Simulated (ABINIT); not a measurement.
# Quasiparticle gap of CsCaBr3 (Pm-3m) in ABINIT

Wanted: ground state, empty states, screening and self-energy for CsCaBr3 (Pm-3m).

Calculated with ABINIT 10.8.3; LDA and many-body steps on it, plane waves.

## (1) The starting structure

The structure is cubic, space group Pm-3m (No. 221). Conventional cell: a = 5.709 Å, b = 5.709 Å, c = 5.709 Å, α = 90.00°, β = 90.00°, γ = 90.00°. Cs has 12 Br at 4.04 Å nearest. Nearest to Ca lie 6 Br at 2.85 Å. Nearest to Br lie 2 Ca at 2.85 Å and 4 Cs at 4.04 Å. Farther neighbours and most contacts between anions are not listed.

The cell and positions are those that the Materials Project relaxed with its own functionals (PBE, PBE+U or r2SCAN), kept fixed. Spin-orbit coupling is left out unless a step names it.

## (2) Ground state

This step: ABINIT 10.8.3; DFT, LDA, plane waves, norm-conserving pseudopotentials.

The ground-state density comes first.

Input file run.abi:

```
acell 3*1.0 Angstrom
rprim 
  5.708665730000 0.000000000000 0.000000000000
  0.000000000000 5.708665730000 0.000000000000
  0.000000000000 0.000000000000 5.708665730000
ntypat 3
znucl 55 20 35
natom 5
typat 1 2 3 3 3
xred 
  0.000000000000 0.000000000000 0.000000000000
  0.500000000000 0.500000000000 0.500000000000
  0.500000000000 0.000000000000 0.500000000000
  0.000000000000 0.500000000000 0.500000000000
  0.500000000000 0.500000000000 0.000000000000
pp_dirpath "pseudos"
pseudos "Cs.upf, Ca.upf, Br.upf"
ecut 30
ngkpt 4 4 4
nshiftk 1
shiftk 0 0 0
kptopt 1
chksymbreak 0
nband 26
occopt 1
tolvrs 1e-10
nstep 60
prtwf 0
optforces 0
optstress 0
indata_prefix "in"
outdata_prefix "out"
tmpdata_prefix "tmp"
```

The run is started by

```console
$ OMP_NUM_THREADS=1 mpirun -n 4 abinit run.abi > log
```

Numbers of over 12 decimals in the logs are rounded to 6 here.

The log of the run:

```text
.Version 10.8.3 of ABINIT. v10.8.2 released Aug 2026.

 Symmetries : space group Pm -3 m (#221); Bravais cP (primitive cubic)
================================================================================
 Values of the parameters that define the memory need of the present run
     intxc =       0    ionmov =       0      iscf =       7    lmnmax =       8
     lnmax =       8     mgfft =      54  mpssoang =       4    mqgrid =    3001
     natom =       5  nloc_mem =       1    nspden =       1   nspinor =       1
    nsppol =       1      nsym =      48    n1xccc =    2501    ntypat =       3
    occopt =       1   xclevel =       1
-    mband =          26        mffmem =           1         mkmem =           3
       mpw =        9876          nfft =      157464          nkpt =          10
================================================================================
  Rough estimation (10% accuracy) of disk space for files :
================================================================================

--------------------------------------------------------------------------------
------------- Echo of variables that govern the present computation ------------
--------------------------------------------------------------------------------
 -outvars: echo values of preprocessed input variables --------
            acell      1.8897261259E+00  1.8897261259E+00  1.8897261259E+00 Bohr

      chksymbreak           0
             ecut      3.00000000E+01 Hartree
-          fftalg         312

              ixc       -1012
              kpt      0.00000000E+00  0.00000000E+00  0.00000000E+00
                       2.50000000E-01  0.00000000E+00  0.00000000E+00
                       5.00000000E-01  0.00000000E+00  0.00000000E+00
                       2.50000000E-01  2.50000000E-01  0.00000000E+00
                       5.00000000E-01  2.50000000E-01  0.00000000E+00
                       5.00000000E-01  5.00000000E-01  0.00000000E+00
                       2.50000000E-01  2.50000000E-01  2.50000000E-01
                       5.00000000E-01  2.50000000E-01  2.50000000E-01
                       5.00000000E-01  5.00000000E-01  2.50000000E-01
                       5.00000000E-01  5.00000000E-01  5.00000000E-01
         kptrlatt        4    0    0      0    4    0      0    0    4
          kptrlen      4.31512591E+01
P           mkmem           3
            natom           5
            nband          26
            ngfft          54      54      54
             nkpt          10
            nstep          60
             nsym          48
           ntypat           3
              occ      2.000000  2.000000  2.000000  2.000000  2.000000  2.000000
                       2.000000  2.000000  2.000000  2.000000  2.000000  2.000000
                       2.000000  2.000000  2.000000  2.000000  2.000000  2.000000
                       2.000000  2.000000  0.000000  0.000000  0.000000  0.000000
                       0.000000  0.000000
        optforces           0
        optstress           0
            prtwf           0
            rprim      5.7086657300E+00  0.0000000000E+00  0.0000000000E+00
                       0.0000000000E+00  5.7086657300E+00  0.0000000000E+00
[...]
spgroup         221

           tolvrs      1.00000000E-10

             xred      0.0000000000E+00  0.0000000000E+00  0.0000000000E+00
[...]
znucl       55.00000   20.00000   35.00000

================================================================================

 chkinp: Checking input parameters for consistency.

================================================================================
== DATASET  1 ==================================================================
-   mpi_nproc: 4, omp_nthreads: 1 (-1 if OMP is not activated)

--- !DatasetInfo
iteration_state: {dtset: 1, }
dimensions: {natom: 5, nkpt: 10, mband: 26, nsppol: 1, nspinor: 1, nspden: 1, mpw: 9876, }
cutoff_energies: {ecut:  30.0, pawecutdg:  -1.0, }
electrons: {nelect:   4.00000000E+01, charge:   0.00000000E+00, occopt:   1.00000000E+00, tsmear:   1.00000000E-02, }

 Real(R)+Recip(G) space primitive vectors, cartesian coordinates (Bohr,Bohr^-1):
 R(1)= 10.7878148  0.0000000  0.0000000  G(1)=  0.0926972  0.0000000  0.0000000
 R(2)=  0.0000000 10.7878148  0.0000000  G(2)=  0.0000000  0.0926972  0.0000000
 R(3)=  0.0000000  0.0000000 10.7878148  G(3)=  0.0000000  0.0000000  0.0926972
 Unit cell volume ucvol=  1.2554530E+03 bohr^3
 Angles (23,13,12)=  9.00000000E+01  9.00000000E+01  9.00000000E+01 degrees

 getcut: wavevector=  0.0000  0.0000  0.0000  ngfft=  54  54  54
         ecut(hartree)=     30.000   => boxcut(ratio)=   2.03018

--- Pseudopotential description ------------------------------------------------
- Cs Generated using ONCVPSP code by D. R. Hamann
- 55.00000   9.00000  201201                  znucl, zion, pspdat
12 -1012 3 -1 2328                            pspcod,pspxc,lmax,lloc,mmax
     nproj     2     2     2     2
  pspatm : epsatm=   21.68725381
         --- l  ekb(1:nproj) -->
[...]
pspatm: atomic psp has been read  and splines computed

- Ca Generated using ONCVPSP code by D. R. Hamann
- 20.00000  10.00000  180309                  znucl, zion, pspdat
12 -1012 2 -1 1724                            pspcod,pspxc,lmax,lloc,mmax
     nproj     2     2     2     0
  pspatm : epsatm=   12.51424511
         --- l  ekb(1:nproj) -->
[...]
pspatm: atomic psp has been read  and splines computed

- Br Generated using ONCVPSP code by D. R. Hamann
- 35.00000   7.00000  180309                  znucl, zion, pspdat
12 -1012 2 -1 1084                            pspcod,pspxc,lmax,lloc,mmax
     nproj     2     2     2     0
  pspatm : epsatm=   10.24179696
         --- l  ekb(1:nproj) -->
[...]
pspatm: atomic psp has been read  and splines computed

   2.59707559E+03                                ecore*ucvol(ha*bohr**3)
--------------------------------------------------------------------------------

_setup2: Arith. and geom. avg. npw (full set) are    9853.422    9853.397

================================================================================

--- !BeginCycle
iteration_state: {dtset: 1, }
solver: {iscf: 7, nstep: 60, nline: 4, wfoptalg: 0, }
tolerances: {tolvrs: 1.00E-10, }

     iter   Etot(hartree)      deltaE(h)  residm     vres2
 ETOT  1  -109.77282634405    -1.098E+02 3.409E-02 1.126E+02
 ETOT  2  -109.82288889866    -5.006E-02 1.494E-02 2.718E+01
 ETOT  3  -109.82476341865    -1.875E-03 3.671E-03 9.757E+00
 ETOT  4  -109.82513503309    -3.716E-04 1.538E-03 3.625E-01
 ETOT  5  -109.82515802437    -2.299E-05 2.969E-03 1.295E-02
 ETOT  6  -109.82515892823    -9.039E-07 1.891E-03 1.226E-03
 ETOT  7  -109.82515904553    -1.173E-07 2.028E-03 4.126E-05
 ETOT  8  -109.82515904958    -4.047E-09 6.363E-04 2.724E-06
 ETOT  9  -109.82515905009    -5.129E-10 5.779E-04 1.369E-07
 ETOT 10  -109.82515905014    -5.076E-11 5.077E-04 1.236E-09
 ETOT 11  -109.82515905014    -9.521E-13 3.581E-04 6.290E-10
 ETOT 12  -109.82515905013     5.983E-12 2.825E-04 1.543E-11

 At SCF step   12       vres2   =  1.54E-11 < tolvrs=  1.00E-10 =>converged.

--- !ResultsGS
iteration_state: {dtset: 1, }
comment   : Summary of ground state results
lattice_vectors:
- [ 10.7878148,   0.0000000,   0.0000000, ]
- [  0.0000000,  10.7878148,   0.0000000, ]
- [  0.0000000,   0.0000000,  10.7878148, ]
lattice_lengths: [  10.78781,   10.78781,   10.78781, ]
lattice_angles: [ 90.000,  90.000,  90.000, ] # degrees, (23, 13, 12)
lattice_volume:   1.2554530E+03
convergence: {deltae:  5.983E-12, res2:  1.543E-11, residm:  2.825E-04, diffor:  0.000E+00, }
etotal    :  -1.09825159E+02
entropy   :   0.00000000E+00
fermie    :   2.15683708E-02
cartesian_stress_tensor: null
pressure_GPa: null
xred      :
- [  0.0000E+00,   0.0000E+00,   0.0000E+00, Cs]
- [  5.0000E-01,   5.0000E-01,   5.0000E-01, Ca]
- [  5.0000E-01,   0.0000E+00,   5.0000E-01, Br]
- [  0.0000E+00,   5.0000E-01,   5.0000E-01, Br]
- [  5.0000E-01,   5.0000E-01,   0.0000E+00, Br]
cartesian_forces: null
force_length_stats: {min: null, max: null, mean: null, }

 Integrated electronic density in atomic spheres:
 ------------------------------------------------
 Atom  Sphere_radius  Integrated_density
[...]
================================================================================

 ----iterations are completed or convergence reached----

 Mean square residual over all n,k,spin=   32.539E-07; max=  28.246E-05
 reduced coordinates (array xred) for    5 atoms
       0.000000000000      0.000000000000      0.000000000000
       0.500000000000      0.500000000000      0.500000000000
       0.500000000000      0.000000000000      0.500000000000
       0.000000000000      0.500000000000      0.500000000000
       0.500000000000      0.500000000000      0.000000000000
 rms dE/dt=  0.0000E+00; max dE/dt=  0.0000E+00; dE/dt below (all hartree)
    1       0.000000000000      0.000000000000      0.000000000000
    2       0.000000000000      0.000000000000      0.000000000000
    3       0.000000000000      0.000000000000      0.000000000000
    4       0.000000000000      0.000000000000      0.000000000000
    5       0.000000000000      0.000000000000      0.000000000000

 cartesian coordinates (angstrom) at end:
    1      0.000000     0.000000     0.000000
    2      2.854333     2.854333     2.854333
    3      2.854333     0.000000     2.854333
    4      0.000000     2.854333     2.854333
    5      2.854333     2.854333     0.000000
 length scales=  1.889726125908  1.889726125908  1.889726125908 bohr
              =  1.000000000000  1.000000000000  1.000000000000 angstroms
 prteigrs : about to open file out_EIG
 Fermi (or HOMO) energy (hartree) =   0.02157   Average Vxc (hartree)=  -0.30692
 Eigenvalues (hartree) for nkpt=  10  k points:
 kpt#   1, nband= 26, wtk=  0.01563, kpt=  0.0000  0.0000  0.0000 (reduced coord)
  -1.39777   -0.70972   -0.70972   -0.70972   -0.70313   -0.45974   -0.44790   -0.44790
  -0.21606   -0.21606   -0.21606   -0.04356   -0.04356   -0.04356    0.00033    0.00033
   0.00033    0.01225    0.01225    0.01225    0.17147    0.18746    0.18746    0.18746
   0.22052    0.22057
 prteigrs : prtvol=0 or 1, do not print more k-points.

--- !EnergyTerms
iteration_state     : {dtset: 1, }
comment             : Components of total free energy in Hartree
kinetic             :  3.15476586156155E+01
hartree             :  2.22108454285076E+01
xc                  : -2.96966466261088E+01
Ewald energy        : -6.98347217070739E+01
psp_core            :  2.06863632977060E+00
local_psp           : -7.95517609097989E+01
non_local_psp       :  1.34308298189537E+01
total_energy        : -1.09825159050134E+02
total_energy_eV     : -2.98849482243950E+03
band_energy         : -1.28040217186690E+01

== END DATASET(S) ==============================================================
================================================================================

 -outvars: echo values of variables after computation  --------
           etotal     -1.0982515905E+02
            nband          26
             nkpt          10
          spgroup         221
 [... the other variables as echoed above ...]

 Calculation completed.
```

Run time: 46 s. Hardware: 4 MPI ranks of Arm Neoverse V1, shared host; peak memory 0.41 GiB.

Numbers from this step:

| Item | Value |
| --- | --- |
| total energy | -2988.4948 eV |
| gap | 4.079 eV |
| k of the valence top | 0.5, 0.5, 0.5 |
| k of the conduction bottom | 0, 0, 0 |
| least direct gap | 4.333 eV |

The gap is indirect, with the least direct gap 0.25 eV higher.

## (3) Empty states on the mesh, 2×2×2 mesh, 270 bands

The sums over transitions need many empty states on a uniform mesh; this step solves for them.

run.abi: that of step 2 with these lines changed.

```diff
@@ -18,3 +18,3 @@
 ecut 30
-ngkpt 4 4 4
+ngkpt 2 2 2
 nshiftk 1
@@ -23,9 +23,10 @@
 chksymbreak 0
-nband 26
-occopt 1
-tolvrs 1e-10
+iscf -2
+irdden 1
+istwfk *1
+nband 270
+nbdbuf 24
+tolwfr 1e-09
 nstep 60
-prtwf 0
-optforces 0
-optstress 0
+prtvol 0
 indata_prefix "in"
```

The log of the run:

```text
.Version 10.8.3 of ABINIT. v10.8.2 released Aug 2026.

 Symmetries : space group Pm -3 m (#221); Bravais cP (primitive cubic)
[... echo of the input left out ...]
== DATASET  1 ==================================================================
-   mpi_nproc: 4, omp_nthreads: 1 (-1 if OMP is not activated)

--- !DatasetInfo
iteration_state: {dtset: 1, }
dimensions: {natom: 5, nkpt: 4, mband: 270, nsppol: 1, nspinor: 1, nspden: 1, mpw: 9952, }
cutoff_energies: {ecut:  30.0, pawecutdg:  -1.0, }
electrons: {nelect:   4.00000000E+01, charge:   0.00000000E+00, occopt:   1.00000000E+00, tsmear:   1.00000000E-02, }

 Real(R)+Recip(G) space primitive vectors, cartesian coordinates (Bohr,Bohr^-1):
 R(1)= 10.7878148  0.0000000  0.0000000  G(1)=  0.0926972  0.0000000  0.0000000
 R(2)=  0.0000000 10.7878148  0.0000000  G(2)=  0.0000000  0.0926972  0.0000000
 R(3)=  0.0000000  0.0000000 10.7878148  G(3)=  0.0000000  0.0000000  0.0926972
 Unit cell volume ucvol=  1.2554530E+03 bohr^3
 Angles (23,13,12)=  9.00000000E+01  9.00000000E+01  9.00000000E+01 degrees

 getcut: wavevector=  0.0000  0.0000  0.0000  ngfft=  54  54  54
         ecut(hartree)=     30.000   => boxcut(ratio)=   2.03018

--- Pseudopotential description ------------------------------------------------
- Cs Generated using ONCVPSP code by D. R. Hamann
- 55.00000   9.00000  201201                  znucl, zion, pspdat
12 -1012 3 -1 2328                            pspcod,pspxc,lmax,lloc,mmax
     nproj     2     2     2     2
  pspatm : epsatm=   21.68725381
         --- l  ekb(1:nproj) -->
             0    6.247599    0.778427
             1    6.343167    0.797067
             2    3.778962    0.917083
[...]
pspatm: atomic psp has been read  and splines computed

- Ca Generated using ONCVPSP code by D. R. Hamann
- 20.00000  10.00000  180309                  znucl, zion, pspdat
12 -1012 2 -1 1724                            pspcod,pspxc,lmax,lloc,mmax
     nproj     2     2     2     0
  pspatm : epsatm=   12.51424511
         --- l  ekb(1:nproj) -->
[...]
pspatm: atomic psp has been read  and splines computed

- Br Generated using ONCVPSP code by D. R. Hamann
- 35.00000   7.00000  180309                  znucl, zion, pspdat
12 -1012 2 -1 1084                            pspcod,pspxc,lmax,lloc,mmax
     nproj     2     2     2     0
  pspatm : epsatm=   10.24179696
         --- l  ekb(1:nproj) -->
[...]
pspatm: atomic psp has been read  and splines computed

--------------------------------------------------------------------------------

================================================================================
 prteigrs : about to open file out_EIG
 Non-SCF case, kpt    1 (  0.00000  0.00000  0.00000), residuals and eigenvalues=
  4.04E-10  5.51E-10  7.26E-10  9.31E-10  2.78E-10  1.23E-10  1.61E-10  8.70E-10
  2.17E-10  6.68E-10  8.14E-10  2.61E-10  3.89E-10  5.91E-10  1.67E-10  2.91E-10
  6.99E-10  1.76E-10  4.55E-10  7.30E-10  2.10E-10  2.26E-10  4.38E-10  7.70E-10
[...]
1.21E-08  2.23E-08  8.17E-07  3.44E-05  3.67E-04  8.10E-04
 -1.3978E+00 -7.0972E-01 -7.0972E-01 -7.0972E-01 -7.0313E-01 -4.5974E-01
 -4.4790E-01 -4.4790E-01 -2.1606E-01 -2.1606E-01 -2.1606E-01 -4.3558E-02
[...]
2.3057E+00  2.3344E+00  2.3620E+00  2.5049E+00  2.5072E+00  2.5138E+00
 prteigrs : prtvol=0 or 1, do not print more k-points.

--- !ResultsGS
iteration_state: {dtset: 1, }
comment   : Summary of ground state results
lattice_vectors:
- [ 10.7878148,   0.0000000,   0.0000000, ]
- [  0.0000000,  10.7878148,   0.0000000, ]
- [  0.0000000,   0.0000000,  10.7878148, ]
lattice_lengths: [  10.78781,   10.78781,   10.78781, ]
lattice_angles: [ 90.000,  90.000,  90.000, ] # degrees, (23, 13, 12)
lattice_volume:   1.2554530E+03
convergence: {deltae:  0.000E+00, res2:  0.000E+00, residm:  9.972E-10, diffor:  0.000E+00, }
etotal    :  -1.09825159E+02
entropy   :   0.00000000E+00
fermie    :   2.15683708E-02
cartesian_stress_tensor: null
pressure_GPa: null
xred      :
- [  0.0000E+00,   0.0000E+00,   0.0000E+00, Cs]
- [  5.0000E-01,   5.0000E-01,   5.0000E-01, Ca]
- [  5.0000E-01,   0.0000E+00,   5.0000E-01, Br]
- [  0.0000E+00,   5.0000E-01,   5.0000E-01, Br]
- [  5.0000E-01,   5.0000E-01,   0.0000E+00, Br]
cartesian_forces: null
force_length_stats: {min: null, max: null, mean: null, }

 Integrated electronic density in atomic spheres:
 ------------------------------------------------
 Atom  Sphere_radius  Integrated_density
[...]
================================================================================

 ----iterations are completed or convergence reached----

 Mean square residual over all n,k,spin=   46.422E-11; max=  99.724E-11
 reduced coordinates (array xred) for    5 atoms
[...]
0.000000000000      0.500000000000      0.500000000000
       0.500000000000      0.500000000000      0.000000000000

 cartesian coordinates (angstrom) at end:
    1      0.000000     0.000000     0.000000
    2      2.854333     2.854333     2.854333
    3      2.854333     0.000000     2.854333
    4      0.000000     2.854333     2.854333
    5      2.854333     2.854333     0.000000
 length scales=  1.889726125908  1.889726125908  1.889726125908 bohr
              =  1.000000000000  1.000000000000  1.000000000000 angstroms
 prteigrs : about to open file out_EIG
 Eigenvalues (hartree) for nkpt=   4  k points:
 kpt#   1, nband=270, wtk=  0.12500, kpt=  0.0000  0.0000  0.0000 (reduced coord)
[...]
2.23395    2.24722    2.24722    2.24892    2.24892    2.24892    2.25542    2.25542
   2.25542    2.26600    2.26600    2.26600    2.27265    2.27265    2.30566    2.30566
   2.30566    2.33443    2.36199    2.50491    2.50716    2.51375
 prteigrs : prtvol=0 or 1, do not print more k-points.

== END DATASET(S) ==============================================================
================================================================================

 -outvars: echo values of variables after computation  --------
            nband         270
             nkpt           4
          spgroup         221
 [... the other variables as echoed above ...]

 Calculation completed.
```

Wall time 3.4 min (4 MPI ranks); peak memory 0.46 GiB; 14 min of CPU time.

This step gave:

```
gap                                                           : 4.079 eV
k of the valence top                                          : 0.5, 0.5, 0.5
k of the conduction bottom                                    : 0, 0, 0
least direct gap                                              : 4.333 eV
k points computed                                             : 4
lowest point of the top converged band, above the valence top : 59.8065 eV
```

On this mesh the gap is 4.079 eV.

(Continued in part 2 of 2.)

[Paths, hosts, dates, memory and timing lines, banners, echoed tables and standing remarks are left out of the program output.]

[Logs are printed without paths, hosts, clocks, repeated set-up lines and the standing remarks that a program may print on its own settings, such as how far it seeks lower states.]

[Runs of the session that timed out or met a known fault of the program may be left out.]

[Hosts, paths, dates, database ids (printed as entryN), source tags and the programs' standing remarks are cut or masked in the printed files.]

[G0W0 gaps are taken among the corrected bands and points alone; a level outside them can change the order at an edge.]

[Where Ansatz stands beside ABINIT at settings called matched, ABINIT's density can come from a denser mesh and the files from another edition; pairs whose starting gaps differed by over 0.03 eV were left out, so agreement reads better than it is.]
